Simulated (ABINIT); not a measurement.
# TlH3 (Pm-3m): zone-centre phonons, part 2 of 4

Aim: the zone-centre modes of TlH3 (Pm-3m).

ABINIT 10.8.3; DFT LDA, scalar-relativistic, plane waves, HGH norm-conserving pseudopotentials.

So far. Step 5 (Relaxation): The volume changes by -0.6 % in this run and stands -40.1 % from the first cell. Step 6 (Self-consistent run for the response): The cell stands at -0.54 GPa: the relaxation ran with a smoothed and higher cutoff, and the difference is a stress of the finite basis. The relaxed cell has a = 3.736 Å (conventional setting).

The structure was built from a prototype and need not be the compound's stable phase.

## 7. Linear response at Γ

At q = 0 one unit cell holds all displacements. The response is solved for single atoms along the cell's directions, and symmetry skips those that follow from others. The crystal is treated as a metal, which screens a static field, so no field response is asked.

dfpt_gamma.abi

```

# common to the responses
getwfk_filepath "gso_WFK"
kptopt 2
nqpt 1
qpt 0.0 0.0 0.0
asr 0
chneut 0

# displacements
rfphon 1
rfatpol 1 4
rfdir 1 1 1
tolvrs 1.0d-10
prtwf 0

# basis, mesh and filling
ecut 35.0
ixc 7
ngkpt 8 8 8
nshiftk 1
shiftk 0.0 0.0 0.0
istwfk *1
occopt 7
tsmear 0.01
nband 8
nstep 100
diemac 1000000.0
prtebands 0
prtgsr 0

# cell and atoms
acell 7.059807334 7.059807334 7.059807334
rprim 
    1.0 0.0 0.0
    0.0 1.0 0.0
    0.0 0.0 1.0
ntypat 2
znucl 81 1
natom 4
typat 1 2 2 2
xred 
    0.0 0.0 0.0
    0.5 0.0 0.0
    0.0 0.5 0.0
    0.0 0.0 0.5
pp_dirpath "./pseudo"
pseudos "Tl.hgh, H.hgh"
```

Started as:

```
$ OMP_NUM_THREADS=1 mpirun -n 2 abinit dfpt_gamma.abi > dfpt_gamma.log
```

Numbers of over 12 decimals in the logs are rounded to 6 here.

dfpt_gamma.abo, the main output file:

```text
[banners, grids, parts of the stress and lines that vanish by symmetry left out]
- input  file    -> dfpt_gamma.abi
- output file    -> dfpt_gamma.abo
- root for input  files -> dfpt_gammai
- root for output files -> dfpt_gammao

 Symmetries : space group Pm -3 m (#221); Bravais cP (primitive cubic)
================================================================================
 Values of the parameters that define the memory need of the present run (RF).
     intxc =       0      iscf =       7    lmnmax =       6     lnmax =       6
     mgfft =      40  mpssoang =       3    mqgrid =    3001     natom =       4
  nloc_mem =       1    nspden =       1   nspinor =       1    nsppol =       1
      nsym =      48    n1xccc =       0    ntypat =       2    occopt =       7
   xclevel =       1
-    mband =           8        mffmem =           1         mkmem =         130
-   mkqmem =         130        mk1mem =         130           mpw =        3514
      nfft =       64000          nkpt =         260
- my_mband =           8
================================================================================
================================================================================

--------------------------------------------------------------------------------
------------- Echo of variables that govern the present computation ------------
--------------------------------------------------------------------------------
-
- outvars: echo of selected default values
-   iomode0 =  0 , fftalg0 =312 , wfoptalg0 =  0
-
- outvars: echo of global parameters not present in the input file
-  max_nthreads =    1
-
 -outvars: echo values of preprocessed input variables
 [... echo left out ...]
================================================================================

 chkinp: Checking input parameters for consistency.

[...]
== DATASET  1 ==================================================================
-   mpi_nproc: 2, omp_nthreads: 1 (-1 if OMP is not activated)

--- !DatasetInfo
iteration_state: {dtset: 1, }
dimensions: {natom: 4, nkpt: 260, mband: 8, nsppol: 1, nspinor: 1, nspden: 1, mpw: 3514, }
cutoff_energies: {ecut:  35.0, pawecutdg:  -1.0, }
electrons: {nelect:   6.00000000E+00, charge:   0.00000000E+00, occopt:   7.00000000E+00, tsmear:   1.00000000E-02, }
meta: {optdriver: 1, rfphon: 1, }
...

 mkfilename: getwfk from: gso_WFK

 Exchange-correlation functional for the present dataset will be:
  LDA: Perdew-Wang 92 LSD fit to Ceperley-Alder data - ixc=7
 Citation for XC functional:
  J.P.Perdew and Y.Wang, PRB 45, 13244 (1992)

 Real(R)+Recip(G) space primitive vectors, cartesian coordinates (Bohr,Bohr^-1):
 R(1)=  7.0598073  0.0000000  0.0000000  G(1)=  0.1416469  0.0000000  0.0000000
 R(2)=  0.0000000  7.0598073  0.0000000  G(2)=  0.0000000  0.1416469  0.0000000
 R(3)=  0.0000000  0.0000000  7.0598073  G(3)=  0.0000000  0.0000000  0.1416469
 Unit cell volume ucvol=  3.5186701E+02 bohr^3
 Angles (23,13,12)=  9.00000000E+01  9.00000000E+01  9.00000000E+01 degrees
 setup1 : take into account q-point for computing boxcut.

 getcut: wavevector=  0.0000  0.0000  0.0000  ngfft=  40  40  40
         ecut(hartree)=     35.000   => boxcut(ratio)=   2.12749

--- Pseudopotential description ------------------------------------------------
- pspini: atom type   1  psp file is ./pseudo/Tl.hgh

- pspini: atom type   2  psp file is ./pseudo/H.hgh

   1.56633437E+01                                ecore*ucvol(ha*bohr**3)
--------------------------------------------------------------------------------

 ==>  initialize data related to q vector <==

 The list of irreducible perturbations for this q vector is:
    1)    idir= 1    ipert=   1
    2)    idir= 1    ipert=   2
    3)    idir= 2    ipert=   2

[...]
The perturbation idir=   2  ipert=   1 is
 symmetric of a previously calculated perturbation.
 So, its SCF calculation is not needed.

 The perturbation idir=   3  ipert=   1 is
 symmetric of a previously calculated perturbation.
 So, its SCF calculation is not needed.

 The perturbation idir=   3  ipert=   2 is
 symmetric of a previously calculated perturbation.
 So, its SCF calculation is not needed.

 The perturbation idir=   1  ipert=   3 is
 symmetric of a previously calculated perturbation.
 So, its SCF calculation is not needed.

[...]
The perturbation idir=   2  ipert=   4 is
 symmetric of a previously calculated perturbation.
 So, its SCF calculation is not needed.

 The perturbation idir=   3  ipert=   4 is
 symmetric of a previously calculated perturbation.
 So, its SCF calculation is not needed.

--------------------------------------------------------------------------------
 Perturbation wavevector (in red.coord.)   0.000000  0.000000  0.000000
 Perturbation : displacement of atom   1   along direction   1
 Found     8 symmetries that leave the perturbation invariant.

[...]
dfpt_looppert : total number of electrons, from k and k+q
  fully or partially occupied states are    6.000000E+00 and    6.000000E+00.
 Initialisation of the first-order wave-functions :
  ireadwf=   0

--- !BeginCycle
iteration_state: {dtset: 1, }
solver: {iscf: 7, nstep: 100, nline: 4, wfoptalg: 0, }
tolerances: {tolvrs: 1.00E-10, }
...

     iter   2DEtotal(Ha)        deltaE(Ha) residm    vres2
-ETOT  1   3.394678     -2.321E+01 1.223E-01 9.619E+03
 ETOT  2   1.573176     -1.822E+00 9.341E-04 5.091E+02
 ETOT  3   1.496526     -7.665E-02 6.120E-05 1.511E+01
 ETOT  4   1.495180     -1.346E-03 6.528E-06 2.266E-01
 ETOT  5   1.495166     -1.416E-05 2.461E-07 6.910E-04
[...]
At SCF step    9       vres2   =  2.79E-12 < tolvrs=  1.00E-10 =>converged.
[...]
Mean square residual over all n,k,spin=   19.991E-18; max=  89.027E-18

 Thirteen components of 2nd-order total energy (hartree) are
 1,2,3: 0th-order hamiltonian combined with 1st-order wavefunctions
     kin0=   2.64065642E+01 eigvalue=   2.51236612E+00  local=  -1.48216332E+01
 4,5,6: 1st-order hamiltonian combined with 1st and 0th-order wfs
 loc psp =  -7.98008002E-01  Hartree=   4.43838079E+00     xc=  -2.88907836E+00
 note that "loc psp" includes a xc core correction that could be resolved
 7,8,9: eventually, occupation + non-local contributions
    edocc=   4.35602009E+00     enl0=   5.10458025E+00   enl1=  -4.94163917E+01
 1-9 gives the relaxation energy (to be shifted if some occ is /=2.0)
   erelax=  -2.51071998E+01
 10,11,12 Non-relaxation  contributions : frozen-wavefunctions and Ewald
 fr.local=  -8.04530918E+00 fr.nonlo=   2.93077117E+01  Ewald=   5.33996327E+00
 13,14 Frozen wf xc core corrections (1) and (2)
 frxc 1  =   0.00000000E+00  frxc 2 =   0.00000000E+00
 Resulting in :
 2DEtotal=    0.1495165929E+01 Ha. Also 2DEtotal=    0.406855375944E+02 eV
    (2DErelax=   -2.5107199809E+01 Ha. 2DEnonrelax=    2.6602365738E+01 Ha)
    (  non-var. 2DEtotal :    1.4951659113E+00 Ha)

[...]
Perturbation wavevector (in red.coord.)   0.000000  0.000000  0.000000
 Perturbation : displacement of atom   2   along direction   1
 Found     8 symmetries that leave the perturbation invariant.

[...]
dfpt_looppert : total number of electrons, from k and k+q
  fully or partially occupied states are    6.000000E+00 and    6.000000E+00.
 Initialisation of the first-order wave-functions :
  ireadwf=   0

--- !BeginCycle
iteration_state: {dtset: 1, }
solver: {iscf: 7, nstep: 100, nline: 4, wfoptalg: 0, }
tolerances: {tolvrs: 1.00E-10, }
...

     iter   2DEtotal(Ha)        deltaE(Ha) residm    vres2
-ETOT  1   7.512413     -5.246E+01 3.681E-01 1.480E+04
[...]
At SCF step    9       vres2   =  1.69E-12 < tolvrs=  1.00E-10 =>converged.
[...]
Mean square residual over all n,k,spin=   30.634E-18; max=  12.895E-17

 Thirteen components of 2nd-order total energy (hartree) are
 1,2,3: 0th-order hamiltonian combined with 1st-order wavefunctions
     kin0=   5.63723674E+01 eigvalue=   2.28257668E+00  local=  -1.50467224E+01
 4,5,6: 1st-order hamiltonian combined with 1st and 0th-order wfs
 loc psp =  -1.12099890E+02  Hartree=   1.24124845E+01     xc=  -7.04272301E+00
 note that "loc psp" includes a xc core correction that could be resolved
 7,8,9: eventually, occupation + non-local contributions
    edocc=   6.08432748E+00     enl0=   9.87634238E-01   enl1=   0.00000000E+00
 1-9 gives the relaxation energy (to be shifted if some occ is /=2.0)
   erelax=  -5.60499449E+01
 10,11,12 Non-relaxation  contributions : frozen-wavefunctions and Ewald
 fr.local=   4.29905691E+01 fr.nonlo=   0.00000000E+00  Ewald=   1.69774895E+01
 13,14 Frozen wf xc core corrections (1) and (2)
 frxc 1  =   0.00000000E+00  frxc 2 =   0.00000000E+00
 Resulting in :
 2DEtotal=    0.3918113732E+01 Ha. Also 2DEtotal=    0.106617306110E+03 eV
    (2DErelax=   -5.6049944885E+01 Ha. 2DEnonrelax=    5.9968058617E+01 Ha)
    (  non-var. 2DEtotal :    3.9181137608E+00 Ha)

[...]
Perturbation wavevector (in red.coord.)   0.000000  0.000000  0.000000
 Perturbation : displacement of atom   2   along direction   2
 Found     4 symmetries that leave the perturbation invariant.

--------------------------------------------------------------------------------

--------------------------------------------------------------------------------

 dfpt_looppert : total number of electrons, from k and k+q
  fully or partially occupied states are    6.000000E+00 and    6.000000E+00.
 Initialisation of the first-order wave-functions :
  ireadwf=   0

--- !BeginCycle
iteration_state: {dtset: 1, }
solver: {iscf: 7, nstep: 100, nline: 4, wfoptalg: 0, }
tolerances: {tolvrs: 1.00E-10, }
...

     iter   2DEtotal(Ha)        deltaE(Ha) residm    vres2
-ETOT  1   1.775151     -5.116E+01 5.448E-01 7.078E+03
[...]
ETOT  9  0.332077      2.466E-12 9.675E-16 2.792E-10
 ETOT 10  0.332077     -1.954E-12 8.825E-17 3.684E-12

 At SCF step   10       vres2   =  3.68E-12 < tolvrs=  1.00E-10 =>converged.
[...]
Mean square residual over all n,k,spin=   13.991E-18; max=  88.245E-18

 Thirteen components of 2nd-order total energy (hartree) are
 1,2,3: 0th-order hamiltonian combined with 1st-order wavefunctions
     kin0=   5.66481577E+01 eigvalue=   2.46089042E+00  local=  -1.38742645E+01
 4,5,6: 1st-order hamiltonian combined with 1st and 0th-order wfs
 loc psp =  -1.05204228E+02  Hartree=   9.86041747E+00     xc=  -6.33882404E+00
 note that "loc psp" includes a xc core correction that could be resolved
 7,8,9: eventually, occupation + non-local contributions
    edocc=   3.67712909E+00     enl0=   1.68608075E-01   enl1=   0.00000000E+00
 1-9 gives the relaxation energy (to be shifted if some occ is /=2.0)
   erelax=  -5.26021142E+01
 10,11,12 Non-relaxation  contributions : frozen-wavefunctions and Ewald
 fr.local=   5.69729664E+01 fr.nonlo=   0.00000000E+00  Ewald=  -4.03877535E+00
 13,14 Frozen wf xc core corrections (1) and (2)
 frxc 1  =   0.00000000E+00  frxc 2 =   0.00000000E+00
 Resulting in :
 2DEtotal=    0.3320767578E+00 Ha. Also 2DEtotal=    0.903626891944E+01 eV
    (2DErelax=   -5.2602114246E+01 Ha. 2DEnonrelax=    5.2934191004E+01 Ha)
    (  non-var. 2DEtotal :    3.3207676273E-01 Ha)

[...]
---- first-order wavefunction calculations are completed ----

 ==> Compute Derivative Database <==

 [... matrices left out ...]
  Phonon wavevector (reduced coordinates) :  0.00000  0.00000  0.00000
 Phonon energies in Hartree :
  -1.206361E-06 -1.206360E-06 -1.206355E-06  8.257210E-04  8.257210E-04
   8.257210E-04  1.707730E-03  1.707730E-03  1.707730E-03  6.820584E-03
   6.820584E-03  6.820584E-03
 Phonon frequencies in cm-1    :
- -2.647657E-01 -2.647654E-01 -2.647644E-01  1.812248E+02  1.812248E+02
-  1.812248E+02  3.748033E+02  3.748033E+02  3.748033E+02  1.496945E+03
-  1.496945E+03  1.496945E+03

== END DATASET(S) ==============================================================
================================================================================

 -outvars: echo values of variables after computation
            acell      7.0598073340E+00  7.0598073340E+00  7.0598073340E+00 Bohr
           etotal      3.3207675779E-01
            fcart      0.0000000000E+00  0.0000000000E+00  0.0000000000E+00
           strten      0.0000000000E+00  0.0000000000E+00  0.0000000000E+00
================================================================================
```

Run time: 2.2 min. Hardware: 2 MPI ranks of Arm Neoverse N1, shared host; 4.5 min of CPU time.

Read from the output:

- largest acoustic frequency at the zone centre before the sum rule: -0.26 cm⁻¹
- highest optical zone-centre mode (no LO-TO term): 1497 cm⁻¹
- lowest optical zone-centre mode: 181.2 cm⁻¹

The acoustic modes at Γ come out as far as 0.3 cm⁻¹ from zero, where they should vanish, a small numerical error.

[end of part 2 of 4]

[Host names and launcher messages were left out of these logs when they were recorded.]

[Logs are printed without paths, hosts, clocks, repeated set-up lines and the standing remarks that a program may print on its own settings, such as how far it seeks lower states.]

[Hosts, paths, dates, database ids (printed as entryN), source tags and the programs' standing remarks are cut or masked in the printed files.]
